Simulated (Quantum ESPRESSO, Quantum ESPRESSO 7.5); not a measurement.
## 1T-PtS2, 1 layer: a series in the share of short-range exact exchange

Aim: how the results for 1T-PtS2, 1 layer change with the share of short-range exact exchange.

Main program and level: Quantum ESPRESSO 7.5; plane-wave DFT, PBE, SG15 norm-conserving pseudopotentials (geometry by pw.x at PBE, GBRV ultrasoft).

### Step 1. The starting structure

The cell holds 3 atoms: 2 S and 1 Pt. Cell: a = 3.570 Å, b = 3.570 Å, c = 17.014 Å, α = 90.0°, β = 90.0°, γ = 120.0°. It derives from PtS2. Vacuum lies along c.

Set-up: Cell and atoms are relaxed under PBE (GBRV files) and held. Screened hybrids with norm-conserving files, screening 0.106 per bohr, fixed occupations, a 9×9×1 mesh with exchange on 3×3×1 q points. Levels count from the potential in the middle of the vacuum.

Members 0.15, 0.2 and 0.25 took the same steps and show in the table alone.

### Step 2. Relaxing cell and ions of the reference

What the set-up leaves free in this member is relaxed.

The input, ref.relax.in:

```
&control
  prefix = 'ref.relax'
  outdir = './out'
  pseudo_dir = './pseudo'
  nstep = 80
  forc_conv_thr = 0.0004
  calculation = 'vc-relax'
  etot_conv_thr = 1e-06
/
&system
  ibrav = 0
  nat = 3
  ntyp = 2
  ecutwfc = 50
  ecutrho = 250
  occupations = 'smearing'
  smearing = 'fd'
  degauss = 0.004
/
&electrons
  conv_thr = 1e-09
  mixing_beta = 0.4
  electron_maxstep = 120
  mixing_mode = 'plain'
/
&ions
/
&cell
  cell_dofree = '2Dxy'
  press_conv_thr = 0.3
/
ATOMIC_SPECIES
  S   32.0600  s_pbe_v1.4.uspp.F.UPF
  Pt  195.0840  pt_pbe_v1.4.uspp.F.UPF
CELL_PARAMETERS angstrom
  3.57000000000000 0.00000000000000 0.00000000000000
  -1.78500000000000 3.09171069151045 0.00000000000000
  0.00000000000000 0.00000000000000 17.01408639338038
ATOMIC_POSITIONS crystal
  S   0.666666666700 0.333333333300 0.440811209406
  Pt  0.000000000000 0.000000000000 0.500000000000
  S   0.333333333300 0.666666666700 0.559188790594
K_POINTS automatic
  12 12 1 0 0 0
```

On the command line:

```bash
$ OMP_NUM_THREADS=1 mpirun -n 4 pw.x -nk 4 -in ref.relax.in > ref.relax.out
```

The program printed:

```text
Program PWSCF v.7.5 starts
[citation notice left out]

     Parallel version (MPI & OpenMP), running on       4 processor cores
     Number of MPI processes:                 4
     Threads/MPI process:                     1

     MPI processes distributed on     1 nodes
[...]
Current dimensions of program PWSCF are:
     Max number of different atomic species (ntypx) = 10
     Max number of k-points (npk) =  40000
     Max angular momentum in pseudopotentials (lmaxx) =  4
     Message from routine setup:
     using ibrav=0 with symmetry is DISCOURAGED, use correct ibrav instead

     K-points division:     npool     =       4
     Subspace diagonalization in iterative solution of the eigenvalue problem:
     a serial algorithm will be used

     G-vector sticks info
     --------------------
     sticks:   dense  smooth     PW     G-vecs:    dense   smooth      PW
     Sum         769     637    187                84365    60541    9757

     Using Slab Decomposition

     bravais-lattice index     =            0
     lattice parameter (alat)  =       6.7463  a.u.
     unit-cell volume          =    1267.2792 (a.u.)^3
     number of atoms/cell      =            3
     number of atomic types    =            2
     number of electrons       =        28.00
     number of Kohn-Sham states=           18
     kinetic-energy cutoff     =      50.0000  Ry
     charge density cutoff     =     250.0000  Ry
     scf convergence threshold =      1.0E-09
     mixing beta               =       0.4000
     number of iterations used =            8  plain     mixing
     energy convergence thresh.=      1.0E-06
     force convergence thresh. =      4.0E-04
     press convergence thresh. =      3.0E-01
     Exchange-correlation=  SLA  PW   PBX  PBC
                           (   1   4   3   4   0   0   0)
     nstep                     =           80

     celldm(1)=   6.746322  celldm(2)=   0.000000  celldm(3)=   0.000000
     celldm(4)=   0.000000  celldm(5)=   0.000000  celldm(6)=   0.000000

     crystal axes: (cart. coord. in units of alat)
               a(1) = (   1.000000   0.000000   0.000000 )
               a(2) = (  -0.500000   0.866025   0.000000 )
               a(3) = (   0.000000   0.000000   4.765851 )

     reciprocal axes: (cart. coord. in units 2 pi/alat)
               b(1) = (  1.000000  0.577350 -0.000000 )
               b(2) = (  0.000000  1.154701  0.000000 )
               b(3) = (  0.000000 -0.000000  0.209826 )

     PseudoPot. # 1 for S  read from file:
     ./pseudo/s_pbe_v1.4.uspp.F.UPF
     Pseudo is Ultrasoft + core correction, Zval =  6.0
     Generated by new atomic code, or converted to UPF format
     Using radial grid of  907 points,  6 beta functions with:
                l(1) =   0
                l(2) =   0
                l(3) =   1
                l(4) =   1
                l(5) =   2
                l(6) =   2
     Q(r) pseudized with  8 coefficients,  rinner =    1.300   1.300   1.300
                                                       1.300   1.300

     PseudoPot. # 2 for Pt read from file:
     ./pseudo/pt_pbe_v1.4.uspp.F.UPF
     Pseudo is Ultrasoft + core correction, Zval = 16.0
     Generated by new atomic code, or converted to UPF format
     Using radial grid of  985 points,  6 beta functions with:
                l(1) =   0
                l(2) =   0
                l(3) =   1
                l(4) =   1
                l(5) =   2
                l(6) =   2
     Q(r) pseudized with  8 coefficients,  rinner =    1.300   1.300   1.300
                                                       1.300   1.300

     atomic species   valence    mass     pseudopotential
     S                 6.00    32.06000     S ( 1.00)
     Pt               16.00   195.08400     Pt( 1.00)

     12 Sym. Ops., with inversion, found

   Cartesian axes

     site n.     atom                  positions (alat units)
         1        S      tau(   1) = (   0.5000000   0.2886751   2.1008403  )
         2        Pt     tau(   2) = (   0.0000000   0.0000000   2.3829253  )
         3        S      tau(   3) = (  -0.0000000   0.5773503   2.6650102  )

     number of k points=    19  Fermi-Dirac smearing, width (Ry)=  0.0040
                       cart. coord. in units 2pi/alat
        k(    1) = (   0.0000000   0.0000000   0.0000000), wk =   0.0138889
        k(    2) = (   0.0000000   0.0962250   0.0000000), wk =   0.0833333
        k(    3) = (   0.0000000   0.1924501   0.0000000), wk =   0.0833333
        k(    4) = (   0.0000000   0.2886751   0.0000000), wk =   0.0833333
        k(    5) = (   0.0000000   0.3849002   0.0000000), wk =   0.0833333
        k(    6) = (   0.0000000   0.4811252   0.0000000), wk =   0.0833333
        k(    7) = (   0.0000000  -0.5773503   0.0000000), wk =   0.0416667
        k(    8) = (   0.0833333   0.1443376   0.0000000), wk =   0.0833333
        k(    9) = (   0.0833333   0.2405626   0.0000000), wk =   0.1666667
        k(   10) = (   0.0833333   0.3367877   0.0000000), wk =   0.1666667
[...]
k(   19) = (   0.3333333   0.5773503   0.0000000), wk =   0.0277778

     Dense  grid:    84365 G-vectors     FFT dimensions: (  36,  36, 162)

     Smooth grid:    60541 G-vectors     FFT dimensions: (  32,  32, 150)

     Estimated max dynamical RAM per process >     140.84 MB

     Estimated total dynamical RAM >     501.56 MB

     Initial potential from superposition of free atoms

     starting charge      27.4999, renormalised to      28.0000

     negative rho (up, down):  1.845E-01 0.000E+00
     Starting wfcs are   20 randomized atomic wfcs

     total cpu time spent up to now is        1.5 secs

     per-process dynamical memory:    69.4 Mb

     Self-consistent Calculation

     iteration #  1     ecut=    50.00 Ry     beta= 0.40
     Davidson diagonalization with overlap
     ethr =  1.00E-02,  avg # of iterations =  5.6

     negative rho (up, down):  1.736E-01 0.000E+00

     total cpu time spent up to now is        3.2 secs

     total energy              =    -258.19533955 Ry
     estimated scf accuracy    <       2.08918004 Ry

     iteration #  2     ecut=    50.00 Ry     beta= 0.40
[...]
negative rho (up, down):  1.757E-01 0.000E+00

[...]
total energy              =    -258.82081866 Ry
     estimated scf accuracy    <       0.69421869 Ry

     iteration #  3     ecut=    50.00 Ry     beta= 0.40
[...]
negative rho (up, down):  1.740E-01 0.000E+00

[...]
atom    2 type  2   force =    -0.00000000    0.00000000    0.00000000
     atom    3 type  1   force =     0.00000000   -0.00000000    0.02305077

     Total force =     0.032599     Total SCF correction =     0.000057

     Computing stress (Cartesian axis) and pressure

     negative rho (up, down):  1.739E-01 0.000E+00
          total   stress  (Ry/bohr**3)                   (kbar)     P=        2.43
  -0.00001225   0.00000000  -0.00000000           -1.80        0.00       -0.00
  -0.00000000  -0.00001225  -0.00000000           -0.00       -1.80       -0.00
   0.00000000   0.00000000   0.00007410            0.00        0.00       10.90

     Energy error            =      1.4E-02 Ry
     Gradient error          =      2.3E-02 Ry/Bohr
     Cell gradient error     =      1.8E+00 kbar

     number of scf cycles    =   3
     number of bfgs steps    =   2

     enthalpy           old  =    -258.9551173953 Ry
     enthalpy           new  =    -258.9691863213 Ry

     CASE: enthalpy          _new < enthalpy          _old

     new trust radius        =       0.0564855710 bohr
     new conv_thr            =       0.0000000006 Ry

     new unit-cell volume =   1321.61783 a.u.^3 (   195.84356 Ang^3 )
     density =      2.19777 g/cm^3

CELL_PARAMETERS (angstrom)
   3.645734270   0.000000000   0.000000000
  -1.822867135   3.157298494   0.000000000
   0.000000000   0.000000000  17.014086393

ATOMIC_POSITIONS (crystal)
S                0.6666666667        0.3333333333        0.4311036405
Pt               0.0000000000        0.0000000000        0.5000000000
S                0.3333333333        0.6666666667        0.5688963595

[...]
NEW-OLD atomic charge density approx. for the potential
     New effective cutoffs (rho, wfc):  248.85   49.98

     negative rho (up, down):  1.740E-01 0.000E+00

     total cpu time spent up to now is       60.6 secs

     per-process dynamical memory:    74.4 Mb

[...]
!    total energy              =    -258.97077816 Ry
[...]
Total force =     0.010669     Total SCF correction =     0.000040
[...]
number of bfgs steps    =   3
[...]
new trust radius        =       0.0268249265 bohr
[...]
!    total energy              =    -258.97130435 Ry
[...]
Total force =     0.003264     Total SCF correction =     0.000017
[...]
number of bfgs steps    =   4
[...]
new trust radius        =       0.0295074191 bohr
[...]
!    total energy              =    -258.97197687 Ry
[...]
Total force =     0.002386     Total SCF correction =     0.000001
[...]
number of bfgs steps    =   5
[...]
new trust radius        =       0.0442611287 bohr
[...]
!    total energy              =    -258.97275232 Ry
[...]
Total force =     0.005990     Total SCF correction =     0.000004
[...]
number of bfgs steps    =   6
[...]
new trust radius        =       0.0597912029 bohr
[...]
!    total energy              =    -258.97324132 Ry
[...]
Total force =     0.005044     Total SCF correction =     0.000011
[...]
number of bfgs steps    =   7
[...]
new trust radius        =       0.0068519080 bohr
[...]
!    total energy              =    -258.97328791 Ry
[...]
Total force =     0.001978     Total SCF correction =     0.000020
[...]
number of bfgs steps    =   8
[...]
new trust radius        =       0.0056480728 bohr
[...]
!    total energy              =    -258.97329570 Ry
[...]
Total force =     0.000040     Total SCF correction =     0.000010
[...]
number of bfgs steps    =   9
[...]
new trust radius        =       0.0004439180 bohr
[...]
Self-consistent Calculation

     iteration #  1     ecut=    50.00 Ry     beta= 0.40
     Davidson diagonalization with overlap
     ethr =  1.00E-06,  avg # of iterations =  2.0

     Threshold (ethr) on eigenvalues was too large:
     Diagonalizing with lowered threshold

     Davidson diagonalization with overlap
     ethr =  1.65E-10,  avg # of iterations =  4.8

     negative rho (up, down):  1.743E-01 0.000E+00

     total cpu time spent up to now is      172.7 secs

     total energy              =    -258.97329573 Ry
     estimated scf accuracy    <          5.5E-09 Ry

[...]
iteration #  5     ecut=    50.00 Ry     beta= 0.40
[...]
negative rho (up, down):  1.743E-01 0.000E+00

[...]
End of self-consistent calculation

          k = 0.0000 0.0000 0.0000 (  7603 PWs)   bands (ev):

   -54.4313 -54.4313 -54.3286 -15.6060 -13.3818  -7.1426  -7.1426  -6.7706
    -4.4633  -4.4633  -2.4013  -2.2801  -1.9021  -1.9021   1.5756   1.5756
     3.6894   4.1535

          k =-0.0000 0.0962 0.0000 (  7581 PWs)   bands (ev):

   -54.4326 -54.4316 -54.3284 -15.5201 -13.4029  -7.1309  -7.0885  -6.6931
    -4.5953  -4.5352  -2.8057  -2.1473  -1.8605  -1.7143   1.1565   1.4600
     3.8743   4.3260

          k =-0.0000 0.1923 0.0000 (  7599 PWs)   bands (ev):

   -54.4362 -54.4325 -54.3280 -15.2733 -13.4610  -7.0806  -6.9431  -6.4753
    -5.0304  -4.6807  -3.3332  -1.8782  -1.8415  -1.6504   0.4189   1.2441
     4.3117   4.6672

          k =-0.0000 0.2885 0.0000 (  7593 PWs)   bands (ev):

   -54.4410 -54.4338 -54.3273 -14.9012 -13.5400  -6.9974  -6.7616  -6.2349
    -5.6050  -4.7559  -3.6231  -2.0378  -2.0338  -1.7654   0.1482   1.1452
     4.5536   4.9385

          k =-0.0000 0.3846 0.0000 (  7573 PWs)   bands (ev):

   -54.4459 -54.4350 -54.3267 -14.4765 -13.6144  -7.1816  -6.6248  -6.2638
    -5.5149  -4.6293  -3.7109  -2.7742  -2.4823  -2.0470   0.5162   1.2062
     4.0832   5.6090

          k =-0.0000 0.4808 0.0000 (  7555 PWs)   bands (ev):

   -54.4495 -54.4359 -54.3263 -14.1288 -13.6515  -7.6870  -6.5687  -5.9516
    -5.2766  -4.2603  -3.6397  -3.4107  -3.0777  -2.5496   0.9780   1.3118
     3.8984   5.3789

[...]
the Fermi energy is    -0.7116 ev

!    total energy              =    -258.97329573 Ry
     estimated scf accuracy    <          2.7E-12 Ry
     smearing contrib. (-TS)   =      -0.00000000 Ry
     internal energy E=F+TS    =    -258.97329573 Ry

     The total energy is F=E-TS. E is the sum of the following terms:
     one-electron contribution =    -925.96895599 Ry
     hartree contribution      =     466.25039712 Ry
     xc contribution           =     -73.69597622 Ry
     ewald contribution        =     274.44123937 Ry

     convergence has been achieved in   5 iterations

     negative rho (up, down):  1.743E-01 0.000E+00

     Forces acting on atoms (cartesian axes, Ry/au):

     atom    1 type  1   force =    -0.00000000   -0.00000000   -0.00000008
     atom    2 type  2   force =     0.00000000    0.00000000    0.00000000
     atom    3 type  1   force =     0.00000000    0.00000000    0.00000008

     Total force =     0.000000     Total SCF correction =     0.000001
     SCF correction compared to forces is large: reduce conv_thr to get better values

     Computing stress (Cartesian axis) and pressure

     negative rho (up, down):  1.743E-01 0.000E+00
          total   stress  (Ry/bohr**3)                   (kbar)     P=       -0.05
   0.00000004   0.00000000  -0.00000000            0.01        0.00       -0.00
  -0.00000000   0.00000004  -0.00000000           -0.00        0.01       -0.00
   0.00000000   0.00000000  -0.00000115            0.00        0.00       -0.1
```

Run time: 3.5 min. Hardware: 4 MPI ranks of Arm Neoverse V1, shared host; peak memory 0.65 GiB; 14 min of CPU time.

The steps of the relaxation:

```tsv
step	energy less that of the first step (eV)	largest force (eV/Å)	volume (Å³)
1	0.0000	3.1298	187.79
2	-0.4308	1.7837	191.94
3	-0.6222	0.5927	195.34
4	-0.6439	0.1940	195.84
5	-0.6511	0.0593	195.27
6	-0.6602	0.0434	193.92
7	-0.6708	0.1089	191.55
8	-0.6774	0.0917	188.38
9	-0.6780	0.0360	188.02
10	-0.6781	0.0007	188.04
11	-0.6782	0.0000	188.06
12	-0.6782	0.0000	188.06
```

```tsv
cell as run	before	after	change
a (Å)	3.570	3.573	+0.1 %
b (Å)	3.570	3.573	+0.1 %
```

The atoms that moved most (Å, along periodic axes as changes of fractional coordinates times the final cell, across vacuum about the mean position):

```tsv
atom	dx	dy	dz	length
S1	0.000	0.000	-0.222	0.222
S3	0.000	0.000	0.222	0.222
```

The relaxed structure:

```xyz
3
Lattice="3.5726 0.0000 0.0000 -1.7863 3.0940 0.0000 0.0000 0.0000 17.0141" Properties=species:S:1:pos:R:3
S     1.7863    1.0313    7.2781
Pt    0.0000    0.0000    8.5070
S     0.0000    2.0626    9.7360
```

 The last row is no step: it is a fresh SCF in the final cell with a new plane-wave basis, -0 meV from the row before.

Numbers from this step:

* free energy: -3523.5112 eV
* Fermi energy: -0.7116 eV

(Part 1 of 3 ends here.)

[Logs are printed without paths, hosts, clocks, repeated set-up lines and the standing remarks that a program may print on its own settings, such as how far it seeks lower states.]

[Hosts, paths, dates, database ids (printed as entryN), source tags and the programs' standing remarks are cut or masked in the printed files.]

[Maps of the electrostatic potential energy from Ansatz leave out the sawtooth potential of an applied field or a dipole correction, so their vacuum need not be flat; planar profiles and work functions include it.]
